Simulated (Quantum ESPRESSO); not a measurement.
# Zr(0001), 4 layers: vacuum convergence, part 2 of 3

Aim: how far one choice must go before the vacuum level and the energy of Zr(0001), 4 layers stand still, and what it costs.

Quantum ESPRESSO 7.5; plane-wave DFT, PBE, GBRV ultrasoft pseudopotentials.

So far. Step 2 (Ground state: 24 Å of vacuum): The run needed 20 iterations to bring the estimated error under 1e-07 Ry; the largest force on any atom, held or free, is 0.65 eV/Å. Step 3 (Potential by pp.x): Inside the slab this potential holds the local part of the pseudopotentials, which can be repulsive at the nuclei; only its value in the vacuum has a meaning of its own.

### Step 4. SCF with pw.x: 18 Å of vacuum

c2.in

```
&control
  prefix = 'c2'
  outdir = './out'
  pseudo_dir = './pseudo'
  calculation = 'scf'
  tprnfor = .true.
/
&system
  ibrav = 0
  nat = 4
  ntyp = 1
  ecutwfc = 40
  ecutrho = 200
  occupations = 'smearing'
  smearing = 'mv'
  degauss = 0.02
/
&electrons
  conv_thr = 1e-07
  mixing_beta = 0.4
  electron_maxstep = 120
  mixing_mode = 'local-TF'
/
ATOMIC_SPECIES
  Zr  91.2240  zr_pbe_v1.uspp.F.UPF
CELL_PARAMETERS angstrom
  3.23000000000000 0.00000000000000 0.00000000000000
  1.61500000000000 2.79726205422374 0.00000000000000
  0.00000000000000 0.00000000000000 25.71808500000000
ATOMIC_POSITIONS crystal
  Zr  0.666666666700 0.666666666700 0.349948295139
  Zr  0.000000000000 0.000000000000 0.449982765046
  Zr  0.666666666700 0.666666666700 0.550017234954
  Zr  0.000000000000 0.000000000000 0.650051704861
K_POINTS automatic
  12 12 1 0 0 0
```

Launch:

```
> OMP_NUM_THREADS=1 mpirun -n 4 pw.x -nk 4 -in c2.in > c2.out
```

Output:

```text
[banner, memory and clock lines left out]
Program PWSCF v.7.5 starts
[...]
Message from routine setup:
[...]
number of electrons       =        48.00
     number of Kohn-Sham states=           29
     kinetic-energy cutoff     =      40.0000  Ry
     charge density cutoff     =     200.0000  Ry
[...]
number of k points=    19  Marzari-Vanderbilt smearing, width (Ry)=  0.0200
[...]
Dense  grid:    74985 G-vectors     FFT dimensions: (  27,  27, 225)
[...]
negative rho (up, down):  2.399E-01 0.000E+00
     Starting wfcs are   52 randomized atomic wfcs
[...]
negative rho (up, down):  2.392E-01 0.000E+00
[...]
estimated scf accuracy    <       3.87147982 Ry
[...]
negative rho (up, down):  2.393E-01 0.000E+00
[...]
estimated scf accuracy    <       0.97459627 Ry
[...]
negative rho (up, down):  2.416E-01 0.000E+00
[...]
estimated scf accuracy    <       0.13800490 Ry
[...]
negative rho (up, down):  2.429E-01 0.000E+00
[...]
estimated scf accuracy    <       0.12402155 Ry
[...]
negative rho (up, down):  2.434E-01 0.000E+00
[...]
estimated scf accuracy    <       0.06978005 Ry
[...]
negative rho (up, down):  2.438E-01 0.000E+00
[...]
estimated scf accuracy    <       0.06707449 Ry
[...]
negative rho (up, down):  2.437E-01 0.000E+00
[...]
estimated scf accuracy    <       0.05645806 Ry
[...]
negative rho (up, down):  2.460E-01 0.000E+00
[...]
estimated scf accuracy    <       0.08168457 Ry
[...]
negative rho (up, down):  2.491E-01 0.000E+00
[...]
estimated scf accuracy    <       0.00508205 Ry
[...]
negative rho (up, down):  2.456E-01 0.000E+00
[...]
estimated scf accuracy    <       0.00295892 Ry
[...]
negative rho (up, down):  2.494E-01 0.000E+00
[...]
estimated scf accuracy    <       0.01252945 Ry
[...]
negative rho (up, down):  2.459E-01 0.000E+00
[...]
estimated scf accuracy    <       0.01803747 Ry
[...]
negative rho (up, down):  2.454E-01 0.000E+00
[...]
estimated scf accuracy    <       0.00114266 Ry
[...]
negative rho (up, down):  2.436E-01 0.000E+00
[...]
estimated scf accuracy    <       0.00001468 Ry
[...]
negative rho (up, down):  2.435E-01 0.000E+00
[...]
estimated scf accuracy    <       0.00000080 Ry
[...]
negative rho (up, down):  2.435E-01 0.000E+00
[...]
estimated scf accuracy    <       0.00000017 Ry
[...]
negative rho (up, down):  2.435E-01 0.000E+00
[...]
estimated scf accuracy    <       0.00000017 Ry
[...]
negative rho (up, down):  2.435E-01 0.000E+00
[...]
the Fermi energy is     3.2885 ev
!    total energy              =    -396.47199486 Ry
     estimated scf accuracy    <          1.1E-09 Ry
     smearing contrib. (-TS)   =      -0.00341373 Ry
     internal energy E=F+TS    =    -396.46858113 Ry
[...]
one-electron contribution =   -2758.26104465 Ry
     hartree contribution      =    1378.42249574 Ry
     xc contribution           =     -70.87083985 Ry
     ewald contribution        =    1054.24080763 Ry
     convergence has been achieved in  18 iterations
     negative rho (up, down):  2.435E-01 0.000E+00
[...]
Total force =     0.042778     Total SCF correction =     0.000048
[...]
```

Wall time 46 s (4 MPI ranks of Arm Neoverse V1, shared host); peak memory 0.45 GiB.

Numbers from this step:

| Property | Result |
| --- | --- |
| Fermi energy | 3.288 eV |

The program's own clock; routines nest. Time by routine:

| routine | wall time (s) | calls |
| --- | --- | --- |
| PWSCF | 45.56 | 1 |
| electrons | 43.62 | 1 |
| c_bands | 27.51 | 18 |
| cegterg | 25.26 | 90 |
| h_psi | 20.81 | 357 |
| fftw | 20.41 | 14818 |
| vloc_psi | 18.07 | 357 |
| mix_rho | 7.16 | 18 |
| sum_band | 6.26 | 18 |
| ffts | 4.92 | 1870 |
| calbec | 1.98 | 467 |
| init_run | 1.49 | 1 |
| newd | 1.47 | 19 |
| add_vuspsi | 1.36 | 357 |

### Step 5. Electrostatic potential

c2.pot.in

```
&inputpp
  prefix = 'c2'
  outdir = './out'
  filplot = 'c2.pot.dat'
  plot_num = 11
/
```

Launch:

```
> OMP_NUM_THREADS=1 mpirun -n 4 pp.x -in c2.pot.in > c2.pot.out
```

It took 0.85 s on 4 MPI ranks; peak memory 0.1 GiB; 3.1 s of CPU time.

Read from the output:

```
potential in the middle of the vacuum, over the Fermi level : 4.166 eV
```

Counted from each run's own zero (the Fermi level), the vacuum level differs from the first run's by -1 meV.

### Step 6. Self-consistent run: 14 Å of vacuum

c4.in

```
&control
  prefix = 'c4'
  outdir = './out'
  pseudo_dir = './pseudo'
  calculation = 'scf'
  tprnfor = .true.
/
&system
  ibrav = 0
  nat = 4
  ntyp = 1
  ecutwfc = 40
  ecutrho = 200
  occupations = 'smearing'
  smearing = 'mv'
  degauss = 0.02
/
&electrons
  conv_thr = 1e-07
  mixing_beta = 0.4
  electron_maxstep = 120
  mixing_mode = 'local-TF'
/
ATOMIC_SPECIES
  Zr  91.2240  zr_pbe_v1.uspp.F.UPF
CELL_PARAMETERS angstrom
  3.23000000000000 0.00000000000000 0.00000000000000
  1.61500000000000 2.79726205422374 0.00000000000000
  0.00000000000000 0.00000000000000 21.71808500000000
ATOMIC_POSITIONS crystal
  Zr  0.666666666700 0.666666666700 0.322312027050
  Zr  0.000000000000 0.000000000000 0.440770675683
  Zr  0.666666666700 0.666666666700 0.559229324317
  Zr  0.000000000000 0.000000000000 0.677687972950
K_POINTS automatic
  12 12 1 0 0 0
```

Launch:

```
> OMP_NUM_THREADS=1 mpirun -n 4 pw.x -nk 4 -in c4.in > c4.out
```

Output:

```text
[banner, memory and clock lines left out]
Program PWSCF v.7.5 starts
[...]
Message from routine setup:
[...]
number of electrons       =        48.00
     number of Kohn-Sham states=           29
     kinetic-energy cutoff     =      40.0000  Ry
     charge density cutoff     =     200.0000  Ry
[...]
number of k points=    19  Marzari-Vanderbilt smearing, width (Ry)=  0.0200
[...]
Dense  grid:    63347 G-vectors     FFT dimensions: (  27,  27, 192)
[...]
negative rho (up, down):  2.377E-01 0.000E+00
     Starting wfcs are   52 randomized atomic wfcs
[...]
negative rho (up, down):  2.371E-01 0.000E+00
[...]
estimated scf accuracy    <       3.88015099 Ry
[...]
negative rho (up, down):  2.373E-01 0.000E+00
[...]
estimated scf accuracy    <       0.97392096 Ry
[...]
negative rho (up, down):  2.398E-01 0.000E+00
[...]
estimated scf accuracy    <       0.13725102 Ry
[...]
negative rho (up, down):  2.411E-01 0.000E+00
[...]
estimated scf accuracy    <       0.11814319 Ry
[...]
negative rho (up, down):  2.414E-01 0.000E+00
[...]
estimated scf accuracy    <       0.07442372 Ry
[...]
negative rho (up, down):  2.419E-01 0.000E+00
[...]
estimated scf accuracy    <       0.06668504 Ry
[...]
negative rho (up, down):  2.419E-01 0.000E+00
[...]
estimated scf accuracy    <       0.04706525 Ry
[...]
negative rho (up, down):  2.419E-01 0.000E+00
[...]
estimated scf accuracy    <       0.04992891 Ry
[...]
negative rho (up, down):  2.470E-01 0.000E+00
[...]
estimated scf accuracy    <       0.05353300 Ry
[...]
negative rho (up, down):  2.416E-01 0.000E+00
[...]
estimated scf accuracy    <       0.01546070 Ry
[...]
negative rho (up, down):  2.405E-01 0.000E+00
[...]
estimated scf accuracy    <       0.01022873 Ry
[...]
negative rho (up, down):  2.407E-01 0.000E+00
[...]
estimated scf accuracy    <       0.00543362 Ry
[...]
negative rho (up, down):  2.412E-01 0.000E+00
[...]
estimated scf accuracy    <       0.00261185 Ry
[...]
negative rho (up, down):  2.414E-01 0.000E+00
[...]
estimated scf accuracy    <       0.00013465 Ry
[...]
negative rho (up, down):  2.414E-01 0.000E+00
[...]
estimated scf accuracy    <       0.00005499 Ry
[...]
negative rho (up, down):  2.414E-01 0.000E+00
[...]
estimated scf accuracy    <       0.00000936 Ry
[...]
negative rho (up, down):  2.414E-01 0.000E+00
[...]
estimated scf accuracy    <       0.00000265 Ry
[...]
negative rho (up, down):  2.414E-01 0.000E+00
[...]
estimated scf accuracy    <       0.00000081 Ry
[...]
negative rho (up, down):  2.414E-01 0.000E+00
[...]
the Fermi energy is     4.6616 ev
!    total energy              =    -396.47199481 Ry
     estimated scf accuracy    <       0.00000004 Ry
     smearing contrib. (-TS)   =      -0.00341332 Ry
     internal energy E=F+TS    =    -396.46858149 Ry
[...]
one-electron contribution =   -1833.55741748 Ry
     hartree contribution      =     918.49175393 Ry
     xc contribution           =     -70.87078644 Ry
     ewald contribution        =     589.46786850 Ry
     convergence has been achieved in  19 iterations
     negative rho (up, down):  2.414E-01 0.000E+00
[...]
Total force =     0.042650     Total SCF correction =     0.000497
[...]
```

It took 40 s on 4 MPI ranks; peak memory 0.54 GiB.

Read from the output:

| Quantity | Value |
| --- | --- |
| Fermi energy | 4.662 eV |

The program's own clock; routines nest. Time by routine:

| routine | wall time (s) | calls |
| --- | --- | --- |
| PWSCF | 39.75 | 1 |
| electrons | 38.01 | 1 |
| c_bands | 24.6 | 19 |
| cegterg | 22.3 | 95 |
| h_psi | 18.54 | 344 |
| fftw | 18.33 | 15259 |
| vloc_psi | 16.19 | 344 |
| sum_band | 5.7 | 19 |
| mix_rho | 5.28 | 19 |
| ffts | 3.51 | 1727 |
| calbec | 1.7 | 459 |
| init_run | 1.34 | 1 |
| newd | 1.31 | 20 |
| add_vuspsi | 1.16 | 344 |

### Step 7. Electrostatic potential

c4.pot.in

```
&inputpp
  prefix = 'c4'
  outdir = './out'
  filplot = 'c4.pot.dat'
  plot_num = 11
/
```

Launch:

```
> OMP_NUM_THREADS=1 mpirun -n 4 pp.x -in c4.pot.in > c4.pot.out
```

The job ended after 0.82 s (4 MPI ranks; peak memory 0.11 GiB; 3 s of CPU time).

Numbers from this step:

- potential in the middle of the vacuum, over the Fermi level: 4.167 eV

Counted from each run's own zero (the Fermi level), the vacuum level differs from the first run's by -0 meV.

### Step 8. Ground state: 12 Å of vacuum

c6.in

```
&control
  prefix = 'c6'
  outdir = './out'
  pseudo_dir = './pseudo'
  calculation = 'scf'
  tprnfor = .true.
/
&system
  ibrav = 0
  nat = 4
  ntyp = 1
  ecutwfc = 40
  ecutrho = 200
  occupations = 'smearing'
  smearing = 'mv'
  degauss = 0.02
/
&electrons
  conv_thr = 1e-07
  mixing_beta = 0.4
  electron_maxstep = 120
  mixing_mode = 'local-TF'
/
ATOMIC_SPECIES
  Zr  91.2240  zr_pbe_v1.uspp.F.UPF
CELL_PARAMETERS angstrom
  3.23000000000000 0.00000000000000 0.00000000000000
  1.61500000000000 2.79726205422374 0.00000000000000
  0.00000000000000 0.00000000000000 19.71808500000000
ATOMIC_POSITIONS crystal
  Zr  0.666666666700 0.666666666700 0.304289184269
  Zr  0.000000000000 0.000000000000 0.434763061423
  Zr  0.666666666700 0.666666666700 0.565236938577
  Zr  0.000000000000 0.000000000000 0.695710815731
K_POINTS automatic
  12 12 1 0 0 0
```

Launch:

```
> OMP_NUM_THREADS=1 mpirun -n 4 pw.x -nk 4 -in c6.in > c6.out
```

Output:

```text
[banner, memory and clock lines left out]
Program PWSCF v.7.5 starts
[...]
Message from routine setup:
[...]
number of electrons       =        48.00
     number of Kohn-Sham states=           29
     kinetic-energy cutoff     =      40.0000  Ry
     charge density cutoff     =     200.0000  Ry
[...]
number of k points=    19  Marzari-Vanderbilt smearing, width (Ry)=  0.0200
[...]
Dense  grid:    57473 G-vectors     FFT dimensions: (  27,  27, 180)
[...]
negative rho (up, down):  2.390E-01 0.000E+00
     Starting wfcs are   52 randomized atomic wfcs
[...]
negative rho (up, down):  2.385E-01 0.000E+00
[...]
estimated scf accuracy    <       3.87680060 Ry
[...]
negative rho (up, down):  2.387E-01 0.000E+00
[...]
estimated scf accuracy    <       0.97551783 Ry
[...]
negative rho (up, down):  2.411E-01 0.000E+00
[...]
estimated scf accuracy    <       0.13676637 Ry
[...]
negative rho (up, down):  2.424E-01 0.000E+00
[...]
estimated scf accuracy    <       0.11709545 Ry
[...]
negative rho (up, down):  2.426E-01 0.000E+00
[...]
estimated scf accuracy    <       0.07637562 Ry
[...]
negative rho (up, down):  2.433E-01 0.000E+00
[...]
estimated scf accuracy    <       0.06534793 Ry
[...]
negative rho (up, down):  2.434E-01 0.000E+00
[...]
estimated scf accuracy    <       0.03631645 Ry
[...]
negative rho (up, down):  2.423E-01 0.000E+00
[...]
estimated scf accuracy    <       0.02436543 Ry
[...]
negative rho (up, down):  2.421E-01 0.000E+00
[...]
estimated scf accuracy    <       0.03149435 Ry
[...]
negative rho (up, down):  2.421E-01 0.000E+00
[...]
estimated scf accuracy    <       0.00643109 Ry
[...]
negative rho (up, down):  2.423E-01 0.000E+00
[...]
estimated scf accuracy    <       0.00056033 Ry
[...]
negative rho (up, down):  2.424E-01 0.000E+00
[...]
estimated scf accuracy    <       0.00097042 Ry
[...]
negative rho (up, down):  2.426E-01 0.000E+00
[...]
estimated scf accuracy    <       0.00006523 Ry
[...]
negative rho (up, down):  2.426E-01 0.000E+00
[...]
estimated scf accuracy    <       0.00006101 Ry
[...]
negative rho (up, down):  2.426E-01 0.000E+00
[...]
estimated scf accuracy    <       0.00000018 Ry
[...]
negative rho (up, down):  2.426E-01 0.000E+00
[...]
estimated scf accuracy    <       0.00000122 Ry
[...]
negative rho (up, down):  2.426E-01 0.000E+00
[...]
the Fermi energy is     5.5566 ev
!    total energy              =    -396.47199620 Ry
     estimated scf accuracy    <       0.00000009 Ry
     smearing contrib. (-TS)   =      -0.00341071 Ry
     internal energy E=F+TS    =    -396.46858549 Ry
[...]
one-electron contribution =   -1402.52901214 Ry
     hartree contribution      =     704.56374244 Ry
     xc contribution           =     -70.87095808 Ry
     ewald contribution        =     372.36764228 Ry
     convergence has been achieved in  17 iterations
     negative rho (up, down):  2.426E-01 0.000E+00
[...]
Total force =     0.042843     Total SCF correction =     0.001830
[...]
```

Elapsed: 33 s, on 4 MPI ranks; peak memory 0.38 GiB.

Read from the output:

- Fermi energy: 5.557 eV

The program's own clock; routines nest. Time by routine:

| routine | wall time (s) | calls |
| --- | --- | --- |
| PWSCF | 32.45 | 1 |
| electrons | 30.88 | 1 |
| c_bands | 20.29 | 17 |
| cegterg | 18.57 | 85 |
| h_psi | 15.33 | 339 |
| fftw | 14.9 | 14041 |
| vloc_psi | 13.32 | 339 |
| sum_band | 4.48 | 17 |
| mix_rho | 4.13 | 17 |
| ffts | 2.73 | 1471 |
| calbec | 1.44 | 444 |
| init_run | 1.21 | 1 |
| newd | 1.07 | 18 |
| add_vuspsi | 0.99 | 339 |

### Step 9. Electrostatic potential

c6.pot.in

```
&inputpp
  prefix = 'c6'
  outdir = './out'
  filplot = 'c6.pot.dat'
  plot_num = 11
/
```

Launch:

```
> OMP_NUM_THREADS=1 mpirun -n 4 pp.x -in c6.pot.in > c6.pot.out
```

It took 0.8 s on 4 MPI ranks; peak memory 0.11 GiB.

This step gave:

```
potential in the middle of the vacuum, over the Fermi level : 4.162 eV
```

Counted from each run's own zero (the Fermi level), the vacuum level differs from the first run's by -5 meV.

### Step 10. Ground state: 10 Å of vacuum

c8.in

```
&control
  prefix = 'c8'
  outdir = './out'
  pseudo_dir = './pseudo'
  calculation = 'scf'
  tprnfor = .true.
/
&system
  ibrav = 0
  nat = 4
  ntyp = 1
  ecutwfc = 40
  ecutrho = 200
  occupations = 'smearing'
  smearing = 'mv'
  degauss = 0.02
/
&electrons
  conv_thr = 1e-07
  mixing_beta = 0.4
  electron_maxstep = 120
  mixing_mode = 'local-TF'
/
ATOMIC_SPECIES
  Zr  91.2240  zr_pbe_v1.uspp.F.UPF
CELL_PARAMETERS angstrom
  3.23000000000000 0.00000000000000 0.00000000000000
  1.61500000000000 2.79726205422374 0.00000000000000
  0.00000000000000 0.00000000000000 17.71808500000000
ATOMIC_POSITIONS crystal
  Zr  0.666666666700 0.666666666700 0.282197539971
  Zr  0.000000000000 0.000000000000 0.427399179990
  Zr  0.666666666700 0.666666666700 0.572600820010
  Zr  0.000000000000 0.000000000000 0.717802460029
K_POINTS automatic
  12 12 1 0 0 0
```

Launch:

```
> OMP_NUM_THREADS=1 mpirun -n 4 pw.x -nk 4 -in c8.in > c8.out
```

Output:

```text
[banner, memory and clock lines left out]
Program PWSCF v.7.5 starts
[...]
Message from routine setup:
[...]
number of electrons       =        48.00
     number of Kohn-Sham states=           29
     kinetic-energy cutoff     =      40.0000  Ry
     charge density cutoff     =     200.0000  Ry
[...]
number of k points=    19  Marzari-Vanderbilt smearing, width (Ry)=  0.0200
[...]
Dense  grid:    51721 G-vectors     FFT dimensions: (  27,  27, 160)
[...]
negative rho (up, down):  2.363E-01 0.000E+00
     Starting wfcs are   52 randomized atomic wfcs
[...]
negative rho (up, down):  2.359E-01 0.000E+00
[...]
estimated scf accuracy    <       3.87822917 Ry
[...]
negative rho (up, down):  2.361E-01 0.000E+00
[...]
estimated scf accuracy    <       0.97093179 Ry
[...]
negative rho (up, down):  2.386E-01 0.000E+00
[...]
estimated scf accuracy    <       0.13486576 Ry
[...]
negative rho (up, down):  2.401E-01 0.000E+00
[...]
estimated scf accuracy    <       0.11190267 Ry
[...]
negative rho (up, down):  2.402E-01 0.000E+00
[...]
estimated scf accuracy    <       0.08265497 Ry
[...]
negative rho (up, down):  2.412E-01 0.000E+00
[...]
estimated scf accuracy    <       0.05756336 Ry
[...]
negative rho (up, down):  2.414E-01 0.000E+00
[...]
estimated scf accuracy    <       0.02106466 Ry
[...]
negative rho (up, down):  2.401E-01 0.000E+00
[...]
estimated scf accuracy    <       0.00456979 Ry
[...]
negative rho (up, down):  2.401E-01 0.000E+00
[...]
estimated scf accuracy    <       0.01409611 Ry
[...]
negative rho (up, down):  2.400E-01 0.000E+00
[...]
estimated scf accuracy    <       0.00238773 Ry
[...]
negative rho (up, down):  2.401E-01 0.000E+00
[...]
estimated scf accuracy    <       0.00035578 Ry
[...]
negative rho (up, down):  2.401E-01 0.000E+00
[...]
estimated scf accuracy    <       0.00011623 Ry
[...]
negative rho (up, down):  2.402E-01 0.000E+00
[...]
estimated scf accuracy    <       0.00001389 Ry
[...]
negative rho (up, down):  2.402E-01 0.000E+00
[...]
estimated scf accuracy    <       0.00001368 Ry
[...]
negative rho (up, down):  2.402E-01 0.000E+00
[...]
estimated scf accuracy    <       0.00000032 Ry
[...]
negative rho (up, down):  2.402E-01 0.000E+00
[...]
the Fermi energy is     6.6543 ev
!    total energy              =    -396.47201335 Ry
     estimated scf accuracy    <       0.00000010 Ry
     smearing contrib. (-TS)   =      -0.00338813 Ry
     internal energy E=F+TS    =    -396.46862522 Ry
[...]
one-electron contribution =   -1001.78145777 Ry
     hartree contribution      =     506.12419762 Ry
     xc contribution           =     -70.87093296 Ry
     ewald contribution        =     170.05956790 Ry
     convergence has been achieved in  16 iterations
     negative rho (up, down):  2.402E-01 0.000E+00
[...]
Total force =     0.042608     Total SCF correction =     0.002027
[...]
```

Wall time 26 s (4 MPI ranks); peak memory 0.41 GiB; 1.8 min of CPU time.

This step gave:

```
free energy  : -5394.2765 eV
Fermi energy : 6.654 eV
```

The program's own clock; routines nest. Time by routine:

| routine | wall time (s) | calls |
| --- | --- | --- |
| PWSCF | 25.95 | 1 |
| electrons | 24.54 | 1 |
| c_bands | 16.5 | 16 |
| cegterg | 15.04 | 80 |
| h_psi | 12.36 | 311 |
| fftw | 11.99 | 13108 |
| vloc_psi | 10.68 | 311 |
| sum_band | 3.68 | 16 |
| mix_rho | 2.7 | 16 |
| ffts | 1.79 | 1092 |
| calbec | 1.22 | 411 |
| init_run | 1.07 | 1 |
| newd | 0.9 | 17 |
| add_vuspsi | 0.83 | 311 |

### Step 11. Potential by pp.x

c8.pot.in

```
&inputpp
  prefix = 'c8'
  outdir = './out'
  filplot = 'c8.pot.dat'
  plot_num = 11
/
```

Launch:

```
> OMP_NUM_THREADS=1 mpirun -n 4 pp.x -in c8.pot.in > c8.pot.out
```

The job ended after 0.79 s (4 MPI ranks; peak memory 0.11 GiB; 2.9 s of CPU time).

Read from the output:

| Property | Result |
| --- | --- |
| potential in the middle of the vacuum, over the Fermi level | 4.163 eV |

Counted from each run's own zero (the Fermi level), the vacuum level differs from the first run's by -5 meV.

(Continued in part 3 of 3.)

[Logs are printed without paths, hosts, clocks, repeated set-up lines and the standing remarks that a program may print on its own settings, such as how far it seeks lower states.]

[Hosts, paths, dates, database ids (printed as entryN), source tags and the programs' standing remarks are cut or masked in the printed files.]

[Maps of the electrostatic potential energy from Ansatz leave out the sawtooth potential of an applied field or a dipole correction, so their vacuum need not be flat; planar profiles and work functions include it.]
